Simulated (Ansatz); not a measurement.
**Lattice dynamics of CoH3 (Pm-3m)**

Aim: the vibrations of CoH3 (Pm-3m), their spectra, and whether the structure is stable.

Calculated with Ansatz 0.2.0; DFT PBE, scalar-relativistic, plane waves, norm-conserving pseudopotentials.

### Step 1. Starting point

It takes space group Pm-3m (No. 221, cubic). The conventional cell has a = 2.611 Å, b = 2.611 Å, c = 2.611 Å, α = 90.00°, β = 90.00°, γ = 90.00°. Nearest to Co lie 12 H at 1.85 Å. Nearest to H lie 4 Co at 1.85 Å and 8 H at 1.85 Å. Farther neighbours are not listed.

### Step 2. Relaxation

The cell and atoms are relaxed, since residual forces and stress would shift the frequencies.

input.yaml reads:

```yaml
crystal:
  lattice:
    - [2.611335, 0.0, 0.0]
    - [0.0, 2.611335, 0.0]
    - [0.0, 0.0, 2.611335]
  atoms:
    - { symbol: Co, position: [0.0, 0.0, 0.0] }
    - { symbol: H, position: [0.0, 0.5, 0.5] }
    - { symbol: H, position: [0.5, 0.0, 0.5] }
    - { symbol: H, position: [0.5, 0.5, 0.0] }
kpoints:
  mp_grid: { grid: [16, 16, 16] }
hamiltonian:
  xc: pbe
  pseudopotentials: { kind: nc }
scf:
  occupations: { method: gaussian, width: 0.1 }
output:
  forces: true
  stress: true
  eigenvalues: true
  write_density: true
  write_potential: true
  elf: true
  volumetric_format: npy
relax:
  adjacent_minimum: "off"
  f_tol: 0.005
  max_steps: 80
  cell: { stress_tol: 0.05 }
```

Started as:

```console
ansatz run input.yaml --threads 4 --pin off --max-ram 7168MiB --backend cpu --events-out ev --progress --plain --runs-dir out
```

Numbers of over 12 decimals in the logs are rounded to 6 here.

Log:

```text
Engine: ansatz 0.2.0, aarch64-unknown-linux-gnu
Pseudopotentials: kind: nc
Pseudopotential: Co, nc, valence charge 17, recommended cutoff 1306.14654 eV (normal), Co.nc.azcp (PseudoDojo's, or run here from an input of PseudoDojo's: the run reads no file of this project's for it)
Pseudopotential: H, nc, valence charge 1, recommended cutoff 979.609905 eV (normal), H.nc.azcp
Functional definition: PBE
  parameter kappa = 0.804
  parameter beta = 0.066725
  exchange = pbe_x(kappa = kappa, mu = beta*pi^2/3)
  correlation = pbe_c(beta = beta)
Crystal: 4 atoms, lattice volume = 17.807 Å³
Basis set: ecut = 1306.14654 eV, 1935 PW (Γ), exchange–correlation on 64×64×64 points (8 copies of the dense FFT grid, shifted against one another)
Bands: 14, of which v1, the nominal top of the filled ones, is band 10 counted from 1 (9 counted from 0)
Symmetry: 48 space group operations
Space group: Pm-3m (ITA 221), of the structure as read, at distance tolerance 2.6e-5 Å
k-points: 165 of 4096
Non-local potential: Co, projectors of the file, l = 0: 2, l = 1: 2, l = 2: 2
Non-local potential: H, projectors of the file, l = 0: 2, l = 1: 1
Initial density: superposition of atomic densities (chi_scale 0.1, normalization cell, long waves kept (reshape's long-wave potential 0.00 eV rms))
Initial wavefunctions: pseudopotential atomic-orbital guess
Functional: x = pbe(κ = 0.804, μ = 0.219515), c = pbe(β = 0.066725)
SCF iter   1: F=—  HF=-4210.981851 eV  |F-HF|=—  |Δ(HF+E_count)|=         —  Δρ=8.75e-2  dr2=2.99e-1  ethr=3.10e-3  ⟨swp⟩=5.9  Hψ=11529  notcnv=0
preconditioner: auto → none  [metal: Δε(μ)=0.043 eV  Ē_g=10.481 eV  σ=0.100 eV  W_gap=0.23  n_scr=6 (ndim 8)  ℏωp=30.5 eV  f_vac=0.000  D(μ)=0.70/eV (n_scr^D=6)  sad-step TF]
SCF iter   2: F=—  HF=-4210.934184 eV  |F-HF|=—  |Δ(HF+E_count)|=   4.77e-2  Δρ=4.80e-2  dr2=9.92e-2  ethr=1.49e-3  ⟨swp⟩=1.0  Hψ=3633  notcnv=0
SCF iter   3: F=—  HF=-4210.973720 eV  |F-HF|=—  |Δ(HF+E_count)|=   3.95e-2  Δρ=4.79e-2  dr2=3.17e-1  ethr=4.96e-4  ⟨swp⟩=2.0  Hψ=4591  notcnv=0  defer=1  recentre
SCF iter   4: F=—  HF=-4210.917569 eV  |F-HF|=—  |Δ(HF+E_count)|=   5.62e-2  Δρ=7.99e-3  dr2=4.74e-3  ethr=4.96e-4  ⟨swp⟩=2.8  Hψ=5412  notcnv=0  defer=13
SCF iter   5: F=—  HF=-4210.917458 eV  |F-HF|=—  |Δ(HF+E_count)|=   1.12e-4  Δρ=2.79e-4  dr2=6.83e-6  ethr=2.37e-5  ⟨swp⟩=2.0  Hψ=3294  notcnv=0  defer=13
SCF iter   6: F=—  HF=-4210.917455 eV  |F-HF|=—  |Δ(HF+E_count)|=   2.78e-6  Δρ=6.23e-5  dr2=2.05e-7  ethr=3.41e-8  ⟨swp⟩=2.3  Hψ=3821  notcnv=0  defer=13
SCF iter   7: F=-4210.917455 eV  HF=-4210.917455 eV  |F-HF|=2.07e-9  |Δ(HF+E_count)|=   3.42e-7  Δρ=8.00e-6  dr2=4.07e-9  ethr=5.00e-10  ⟨swp⟩=11.2  Hψ=17654  notcnv=0
SCF 1 converged in 7 iterations: F = -4210.917455 eV  dr2 = 4.07e-9
relax step   1: F+E_penalty+E_count = -4210.91745513 eV  Δ(F+E_penalty+E_count) = +0.000e0 eV  max|allowed force component| = 7.231e-30 eV/Å  Δτ_max = 0.0000 Å  P = +0.234 GPa  Ω = 17.807 Å³  (7 SCF iters, dr2 threshold 1.00e-7 eV, accepted)
Crystal: 4 atoms, lattice volume = 17.822 Å³
Initial density: handed on by an earlier stage of this run
Initial wavefunctions: those handed on with the density
iter 1 solved again at ethr=3.81e-9 eV; its pass at ethr=3.10e-3 eV (dr2=7.62e-7 eV) is discarded
SCF iter   1: F=—  HF=-4210.917462 eV  |F-HF|=—  |Δ(HF+E_count)|=         —  Δρ=1.51e-4  dr2=1.99e-6  ethr=3.81e-9  ⟨swp⟩=3.4  Hψ=15876  notcnv=0
eigensolver tolerance schedule calibrated: the retry pair's looser diagonalisation under-reported the residual by θ = 0.62 (0.10/decade); ethr = c·dr2/N_el runs at the constant in force after the calibration composes with the one it found (an armed cap, an earlier calibration), c = 9.2e-2
preconditioner: auto → none  [metal: Δε(μ)=0.037 eV  Ē_g=10.391 eV  σ=0.100 eV  W_gap=0.20  n_scr=6 (ndim 8)  ℏωp=30.5 eV  f_vac=0.000  D(μ)=0.74/eV (n_scr^D=6)]
SCF iter   2: F=—  HF=-4210.917463 eV  |F-HF|=—  |Δ(HF+E_count)|=   4.11e-7  Δρ=1.60e-4  dr2=3.78e-6  ethr=3.81e-9  ⟨swp⟩=2.0  Hψ=3966  notcnv=0
SCF iter   3: F=—  HF=-4210.917462 eV  |F-HF|=—  |Δ(HF+E_count)|=   6.49e-7  Δρ=4.36e-5  dr2=1.40e-7  ethr=3.81e-9  ⟨swp⟩=2.0  Hψ=3712  notcnv=0
SCF iter   4: F=-4210.917462 eV  HF=-4210.917462 eV  |F-HF|=4.44e-10  |Δ(HF+E_count)|=   7.02e-9  Δρ=3.84e-6  dr2=1.17e-9  ethr=6.25e-10  ⟨swp⟩=8.0  Hψ=13448  notcnv=0
SCF 2 converged in 4 iterations: F = -4210.917462 eV  dr2 = 1.17e-9
relax step   2: F+E_penalty+E_count = -4210.91746213 eV  Δ(F+E_penalty+E_count) = -6.999e-6 eV  max|allowed force component| = 5.167e-31 eV/Å  Δτ_max = 0.0000 Å  P = +0.055 GPa  Ω = 17.822 Å³  energy of the carried Pulay correction = -6.674e-6 eV  (4 SCF iters, dr2 threshold 1.36e-7 eV, accepted)
Crystal: 4 atoms, lattice volume = 17.827 Å³
iter 1 solved again at ethr=4.63e-10 eV; its pass at ethr=3.10e-3 eV (dr2=9.27e-8 eV) is discarded
SCF iter   1: F=—  HF=-4210.917461 eV  |F-HF|=—  |Δ(HF+E_count)|=         —  Δρ=5.10e-5  dr2=2.29e-7  ethr=4.63e-10  ⟨swp⟩=3.0  Hψ=15901  notcnv=0
preconditioner: auto → none  [metal: Δε(μ)=0.036 eV  Ē_g=10.389 eV  σ=0.100 eV  W_gap=0.20  n_scr=6 (ndim 8)  ℏωp=30.5 eV  f_vac=0.000  D(μ)=0.74/eV (n_scr^D=6)]
SCF iter   2: F=—  HF=-4210.917461 eV  |F-HF|=—  |Δ(HF+E_count)|=   4.50e-8  Δρ=5.41e-5  dr2=4.36e-7  ethr=4.63e-10  ⟨swp⟩=2.0  Hψ=3966  notcnv=0
SCF iter   3: F=—  HF=-4210.917461 eV  |F-HF|=—  |Δ(HF+E_count)|=   7.47e-8  Δρ=1.47e-5  dr2=1.63e-8  ethr=4.63e-10  ⟨swp⟩=2.1  Hψ=3646  notcnv=0
SCF iter   4: F=-4210.917461 eV  HF=-4210.917461 eV  |F-HF|=5.00e-11  |Δ(HF+E_count)|=  4.77e-10  Δρ=1.33e-6  dr2=1.45e-10  ethr=3.74e-11  ⟨swp⟩=7.3  Hψ=12246  notcnv=0
SCF 3 converged in 4 iterations: F = -4210.917461 eV  dr2 = 1.45e-10
relax step   3: F+E_penalty+E_count = -4210.91746088 eV  Δ(F+E_penalty+E_count) = +1.253e-6 eV  max|allowed force component| = 1.113e-30 eV/Å  Δτ_max = 0.0000 Å  P = -0.000 GPa  Ω = 17.827 Å³  energy of the carried Pulay correction = -8.715e-6 eV  (4 SCF iters, dr2 threshold 7.47e-9 eV, accepted)
Initial wavefunctions: pseudopotential atomic-orbital guess (no wavefunctions were taken with the density)
iter 1 solved again at ethr=5.61e-9 eV; its pass at ethr=3.10e-3 eV (dr2=1.12e-6 eV) is discarded
SCF iter   1: F=—  HF=-4210.917469 eV  |F-HF|=—  |Δ(HF+E_count)|=         —  Δρ=3.76e-6  dr2=2.76e-10  ethr=5.61e-9  ⟨swp⟩=4.2  Hψ=20342  notcnv=0
SCF iter   2: F=—  HF=-4210.917469 eV  |F-HF|=—  |Δ(HF+E_count)|=   4.06e-9  Δρ=2.21e-6  dr2=3.33e-10  ethr=1.38e-12  ⟨swp⟩=3.3  Hψ=4983  notcnv=0
SCF iter   3: F=—  HF=-4210.917469 eV  |F-HF|=—  |Δ(HF+E_count)|=  1.36e-11  Δρ=1.29e-6  dr2=8.33e-11  ethr=1.38e-12  ⟨swp⟩=2.1  Hψ=3021  notcnv=0
SCF iter   4: F=-4210.917469 eV  HF=-4210.917469 eV  |F-HF|=3.64e-12  |Δ(HF+E_count)|=  1.64e-11  Δρ=5.15e-7  dr2=6.50e-12  ethr=1.00e-12  ⟨swp⟩=5.3  Hψ=11695  notcnv=0
SCF 4 converged in 4 iterations: F = -4210.917469 eV  dr2 = 6.50e-12
relax step   4: F+E_penalty+E_count = -4210.91746913 eV  Δ(F+E_penalty+E_count) = -8.257e-6 eV  max|allowed force component| = 1.109e-30 eV/Å  Δτ_max = 0.0000 Å  P = +0.001 GPa  Ω = 17.827 Å³  stress off target by 9.87e-4 GPa  SCF on the basis re-selected at this cell (its energy is not comparable with the rows above)  (4 SCF iters)
basis re-selected at this cell: Δ(F+E_penalty+E_count) = -8.257e-6 eV, ΔP = +0.001 GPa vs the last step (what re-selecting the basis moved, of the pressure what is left beyond the Pulay correction that the steps carried, after the strain that the cell walked since its last selection, with what the two solves' SCF thresholds leave and, on support functions, any second-order correction that the steps lacked; it is no m [...]
SCF converged after 4 iterations
Free energy (F): -4210.917469 eV
Harris-Foulkes:  -4210.917469 eV  (|F-HF|=3.64e-12)
Internal energy: -4210.913774 eV  (E = F + TS)
E sigma→0 (E₀):  -4210.915622 eV
Entropy (-TS):   -0.003695 eV (-0.924 meV/atom)
Fermi energy:    14.117649 eV
--- Per-component energies (eV) ---
  E_band       = -309.484427
  E_kinetic    = 1893.232578
  E_local      = -3597.008272  (includes V_loc(G=0)·N_el)
  E_nonlocal   = -520.498377
  E_hartree    = 1262.764998
  E_xc         = -792.591569
  E_vxc        = -610.740235  (∫ρ·V_xc dr)
  E_ewald      = -2456.813132
  E_smearing   = -0.003695  (= −TS)
  E_closure    = -0.000000  (closes the sum)
  Σ components = -4210.917469   (vs F -4210.917469, Δ=0.00e0)
--- Forces (eV/Å), atoms counted from 1 ---
  atom   1  Co     0.00000000    -0.00000000     0.00000000
  atom   2  H     -0.00000000     0.00000000     0.00000000
  atom   3  H     -0.00000000    -0.00000000     0.00000000
  atom   4  H     -0.00000000    -0.00000000    -0.00000000
  max |Σ_I F_I| component: 1.87e-30 eV/Å
--- Stress (GPa, compression-positive) ---
        0.000987      -0.000000      -0.000000
       -0.000000       0.000987       0.000000
       -0.000000       0.000000       0.000987
  P = ⅓ Tr σ = 0.0010 GPa (0.010 kbar)
--- Band table (eV; the first three rows and the last of 165) ---
  k-point 0: bands = [... 6 lower, 9.4117, 13.2491, 13.2491, 13.2491, 19.9552, 19.9552, 24.4629, 24.4629]
  k-point 1: bands = [... 6 lower, 9.4557, 13.2037, 13.2037, 13.2522, 19.4004, 19.8816, 24.5959, 24.5959]
  k-point 2: bands = [... 6 lower, 9.5843, 13.0777, 13.0777, 13.2611, 18.1944, 19.6672, 24.9853, 24.9853]
  k-point 164: bands = [... 6 lower, 7.7648, 13.8540, 13.8540, 18.3170, 18.3170, 18.3170, 19.1157, 19.1157]
--- Relaxed structure (3 steps of the walk, 3 accepted, 1 SCFs on fresh bases) ---
  F+E_penalty+E_count = -4210.91746913 eV   max|allowed force component| = 1.109e-30 eV/Å   (the final SCF, on the basis selected at the relaxed cell)
  cell:  # Å, volume = 17.8267 Å³
    - [2.612305, 0, 0.0]
    - [0, 2.612305, 0]
    - [0.0, 0, 2.612305]
  atoms:
    - { symbol: Co, position: [0, 0, 0] }
    - { symbol: H, position: [0, 0.500000, 0.500000] }
    - { symbol: H, position: [0.500000, 0, 0.500000] }
    - { symbol: H, position: [0.500000, 0.500000, 0] }
```

Run time: 11 s. Hardware: 4 threads of Arm Neoverse V1, shared host; peak memory 0.46 GiB; 42 s of CPU time.

This run has no spin polarisation, although Co can carry a moment.

Little changed from the start: no atom moved by 0.005 Å and no cell edge by 0.1 %.

This step gave:

- pressure: 9.87e-4 GPa
- volume per atom: 4.457 Å³
- gap on the k-mesh: 0 eV

Electrostatic potential energy in the ac plane at fractional y = 0.000, with atoms of Co and H within 0.2 Å of it. With pseudopotentials it is smooth inside the atoms' cores, unlike the true potential.

Values in eV, 14 rows by 14 columns:
```
-150 -150  -85  -29   -4    7   11   13   11    7   -4  -29  -85 -150
-105  -85  -44  -14    1    9   12   13   12    9    1  -14  -44  -85
 -36  -29  -14   -1    6   10   12   13   12   10    6   -1  -14  -29
  -6   -4    1    6    9   11   10   10   10   11    9    6    1   -4
   6    7    9   10   11    9    4    1    4    9   11   10    9    7
  11   11   12   12   10    4  -10  -22  -10    4   10   12   12   11
  13   13   13   13   10    1  -22  -40  -22    1   10   13   13   13
  11   11   12   12   10    4  -10  -22  -10    4   10   12   12   11
   6    7    9   10   11    9    4    1    4    9   11   10    9    7
  -6   -4    1    6    9   11   10   10   10   11    9    6    1   -4
 -36  -29  -14   -1    6   10   12   13   12   10    6   -1  -14  -29
-105  -85  -44  -14    1    9   12   13   12    9    1  -14  -44  -85
-150 -150  -85  -29   -4    7   11   13   11    7   -4  -29  -85 -150
-150 -150 -105  -36   -6    6   11   13   11    6   -6  -36 -105 -150
```
Columns run along a (2.6 Å; values clipped at the 3rd and 97th percentile), rows up along c (2.6 Å). Atoms in or near the plane, at fractional coordinates: Co at (0.00, 0.00), H at (0.50, 0.50).

Valence density in the ac plane at fractional y = 0.000, with atoms of Co and H within 0.2 Å of it. It is the smooth field of the valence electrons, not physical close to the nuclei.

Ten even steps from '_' (0 e/Å³) to '@' (24 e/Å³):
```
%%@@**..______________..**@@
##**--__________________--**
::..______________________..
____________________________
____________________________
____________________________
____________________________
____________________________
____________________________
____________________________
::..______________________..
##**--__________________--**
%%@@**..______________..**@@
::%%##::______________::##%%
```
Columns run along a (2.6 Å), rows up along c (2.6 Å). Atoms in or near the plane, at fractional coordinates: Co at (0.00, 0.00), H at (0.50, 0.50).

ELF in the ac plane at fractional y = 0.000, with atoms of Co and H within 0.2 Å of it. It is the smooth field of the valence electrons, not physical close to the nuclei.

Ten even steps from '0' (0.00) to '9' (0.99):
```
35752122212575
77741123211477
55421234321245
22112356532112
11123689863211
22235899985322
22346999996432
22235899985322
11123689863211
22112356532112
55421234321245
77741123211477
35752122212575
03752122212573
```
Columns run along a (2.6 Å), rows up along c (2.6 Å). Atoms in or near the plane, at fractional coordinates: Co at (0.00, 0.00), H at (0.50, 0.50).

In this step the volume went from 4.45 to 4.46 Å³/atom.

### Step 3. Relaxing to small forces for the phonons

Phonons need a cell at rest on their own settings, so the relaxation is repeated with tight tolerances on forces and stress on the k mesh and occupations of the first response run.

input.yaml reads:

```yaml
crystal:
  lattice:
    - [2.6123048873, 0.0, 0.0]
    - [0.0, 2.6123048873, 0.0]
    - [0.0, 0.0, 2.6123048873]
  atoms:
    - { symbol: Co, position: [0.0, 0.0, 0.0] }
    - { symbol: H, position: [0.0, 0.5, 0.5] }
    - { symbol: H, position: [0.5, 0.0, 0.5] }
    - { symbol: H, position: [0.5, 0.5, 0.0] }
kpoints:
  mp_grid: { grid: [16, 16, 16] }
hamiltonian:
  xc: pbe
  pseudopotentials: { kind: nc }
scf:
  occupations: { method: methfessel_paxton, width: 0.2 }
output:
  forces: true
  stress: true
  eigenvalues: true
relax:
  adjacent_minimum: "off"
  f_tol: 0.001
  max_steps: 60
  cell: { stress_tol: 0.01 }
```

Log:

```text
[...]
Crystal: 4 atoms, lattice volume = 17.827 Å³
Basis set: ecut = 1306.14654 eV, 1935 PW (Γ), exchange–correlation on 64×64×64 points (8 copies of the dense FFT grid, shifted against one another)
Bands: 14, of which v1, the nominal top of the filled ones, is band 10 counted from 1 (9 counted from 0)
Symmetry: 48 space group operations
[...]
k-points: 165 of 4096
[...]
k-point 164: bands = [... 6 lower, 7.7665, 13.8564, 13.8564, 18.3204, 18.3204, 18.3204, 19.1189, 19.1189]
--- Relaxed structure (2 steps of the walk, 2 accepted, 1 SCFs on fresh bases) ---
[...]
cell:  # Å, volume = 17.8241 Å³
    - [2.612175, 0, 0]
    - [0, 2.612175, 0.0]
    - [0, 0.0, 2.612175]
  atoms:
    - { symbol: Co, position: [0, 0, 0] }
    - { symbol: H, position: [0, 0.5, 0.5] }
    - { symbol: H, position: [0.5, 0, 0.5] }
    - { symbol: H, position: [0.5, 0.5, 0] }
[key lines of the parts left out:]
SCF converged after 5 iterations
Free energy (F): -4210.915366 eV
Fermi energy:    14.125339 eV
P = ⅓ Tr σ = -0.0092 GPa (-0.092 kbar)
```

Run time: 7.9 s. Hardware: 4 threads; peak memory 0.45 GiB.

Little changed from the start: no atom moved by 0.005 Å and no cell edge by 0.1 %.

This step gave:

| Property | Result |
| --- | --- |
| pressure | -0.009208 GPa |
| volume per atom | 4.456 Å³ |

The forces vanish by symmetry and the pressure is -0.009 GPa, within the tolerances set. The cell now holds 4.46 Å³/atom.

### Step 4. Modes at Γ

The zone centre comes first: it holds the modes that light can see, as far as symmetry allows. No field response is asked, since the mesh shows no gap.

input.yaml, the sections that differ from step 3:

```yaml
crystal:
  lattice:
    - [2.6121745813, 0.0, 0.0]
    - [0.0, 2.6121745813, 0.0]
    - [0.0, 0.0, 2.6121745813]
  atoms:
    - { symbol: Co, position: [0.0, 0.0, 0.0] }
    - { symbol: H, position: [0.0, 0.5, 0.5] }
    - { symbol: H, position: [0.5, 0.0, 0.5] }
    - { symbol: H, position: [0.5, 0.5, 0.0] }
output:
  eigenvalues: true
phonons:
  method: dfpt
# kpoints, hamiltonian, scf: as in step 3
# relax: removed
```

Log:

```text
zone centre: on kpoints.mp_grid the ground state, and the responses unless they are solved on pairs of k-points, stand on 729 of the mesh's 4096 k-points, reduced under 8 symmetry operations, with k and −k counted as one. Each operation leaves every solved displacement unchanged or reverses it
[...]
Crystal: 4 atoms, lattice volume = 17.824 Å³
Basis set: ecut = 1306.14654 eV, 1935 PW (Γ), exchange–correlation on 64×64×64 points (8 copies of the dense FFT grid, shifted against one another)
Bands: 14, of which v1, the nominal top of the filled ones, is band 10 counted from 1 (9 counted from 0)
Symmetry: 48 space group operations
k-points: 729 of 4096 (irreducible under 8 space group operations)
[...]
SCF iter   1: F=—  HF=-4210.979932 eV  |F-HF|=—  |Δ(HF+E_count)|=         —  Δρ=8.76e-2  dr2=2.99e-1  ethr=3.10e-3  ⟨swp⟩=5.4  Hψ=48631  notcnv=0
[...]
SCF iter   9: F=-4210.915366 eV  HF=-4210.915366 eV  |F-HF|=1.82e-12  |Δ(HF+E_count)|=    0.00e0  S|Δr|=    0.00e0  Δρ=1.02e-7  dr2=3.23e-13  ethr=1.00e-12  ⟨swp⟩=7.4  Hψ=57301  notcnv=0
SCF 1 converged in 9 iterations: F = -4210.915366 eV  dr2 = 3.23e-13
DFPT response loops at Γ: preconditioner auto → Kerker (q_TF=auto, 2.781 Å⁻¹) (partly filled bands, converged f_vac=0.000); β = 1.00, the filter's whole step (`scf.mixing.beta` (0.50) is not read by the response loops under this deck's `scf.mixing.preconditioner`; to damp them name `kerker` or `kerker_dos`, under which they read `scf.mixing.beta`, and type it under 1.00, their step now; both keys bind the ground state too); Broyden in place of MSR1
SCF converged after 9 iterations
[...]
Free energy (F): -4210.915366 eV
[...]
Internal energy: -4210.916673 eV  (E = F + TS)
E sigma→0 (E₀):  -4210.915693 eV
Entropy (-TS):   0.001307 eV (0.327 meV/atom)
Fermi energy:    14.125339 eV
[...]
--- Band table (eV; the first three rows and the last of 729) ---
  k-point 0: bands = [... 6 lower, 9.4134, 13.2515, 13.2515, 13.2515, 19.9587, 19.9587, 24.4664, 24.4664]
  k-point 1: bands = [... 6 lower, 9.4574, 13.2061, 13.2061, 13.2547, 19.4038, 19.8850, 24.5995, 24.5995]
  k-point 2: bands = [... 6 lower, 9.5860, 13.0801, 13.0801, 13.2636, 18.1975, 19.6706, 24.9888, 24.9888]
  k-point 728: bands = [... 6 lower, 7.7665, 13.8564, 13.8564, 18.3204, 18.3204, 18.3204, 19.1189, 19.1189]
--- Phonons (Γ-DFPT): 3 representative perturbations + reference, on 729 of 4096 k-points (Σ response iterations 10) ---
  k mesh reduced under 8 symmetry operations, with k and −k counted as one. Each operation leaves every solved displacement unchanged or reverses it
  ASR residual: 2.008e-4 → 0.000e0 eV/Å²; symmetrization residual: 9.097e-6 eV/Å²
  ASR residual per site (eV/Å²): 2.01e-4 6.68e-6 6.68e-6 6.68e-6
  Γ frequencies (cm⁻¹): -352.32 -352.32 -352.32 0.00 0.00 0.00 198.14 198.14 198.14 1049.35 1049.35 1049.35
  non-analytic LO–TO correction: not included (Born effective charges unavailable; polar crystals: no LO–TO splitting at Γ)
```

Elapsed: 59 s, on 4 threads; peak memory 2.1 GiB.

This step gave:

| Property | Result |
| --- | --- |
| sum-rule residual before enforcement | 2.01e-4 eV/Å² |
| point group | m-3m |
| highest optical mode at the zone centre (no LO-TO term) | 1049 cm⁻¹ |
| lowest optical zone-centre mode | -352.3 cm⁻¹ |

Patterns of degenerate modes are one choice out of their space. Modes at Γ, with each element's share of the kinetic energy (negative means imaginary):

```csv
mode,frequency (cm⁻¹),symmetry,Co %,H %
1,-352.3,T1u,5,95
2,-352.3,T1u,5,95
3,-352.3,T1u,5,95
4,0.0,acoustic,95,5
5,0.0,acoustic,95,5
6,0.0,acoustic,95,5
7,198.1,T2u,0,100
8,198.1,T2u,0,100
9,198.1,T2u,0,100
10,1049.3,T1u,0,100
11,1049.3,T1u,0,100
12,1049.3,T1u,0,100
```

Displacements in mode 3 (-352.3 cm⁻¹), the largest set to 1:
```
Co1  0.00  0.00 -0.04
H2   0.00 -0.06  1.00
H3   0.00 -0.03  1.00
H4   0.00 -0.06  0.51
```

Displacements in mode 12 (1049.3 cm⁻¹), the largest set to 1:
```
Co1  0.00  0.00 -0.01
H2   0.00  0.00 -0.26
H3   0.00  0.01 -0.26
H4   0.00  0.00  1.00
```

Before it was imposed, the acoustic sum rule was missed by 2.0e-4 eV/Å². Small misses are needed for a sound result but don't prove that mesh and cutoff are converged. The lowest optical mode is imaginary, 352.3i cm⁻¹, so the energy falls along it.

[end of part 1 of 2]

[Logs are printed without paths, hosts, clocks, repeated set-up lines and the standing remarks that a program may print on its own settings, such as how far it seeks lower states.]

[Hosts, paths, dates, database ids (printed as entryN), source tags and the programs' standing remarks are cut or masked in the printed files.]
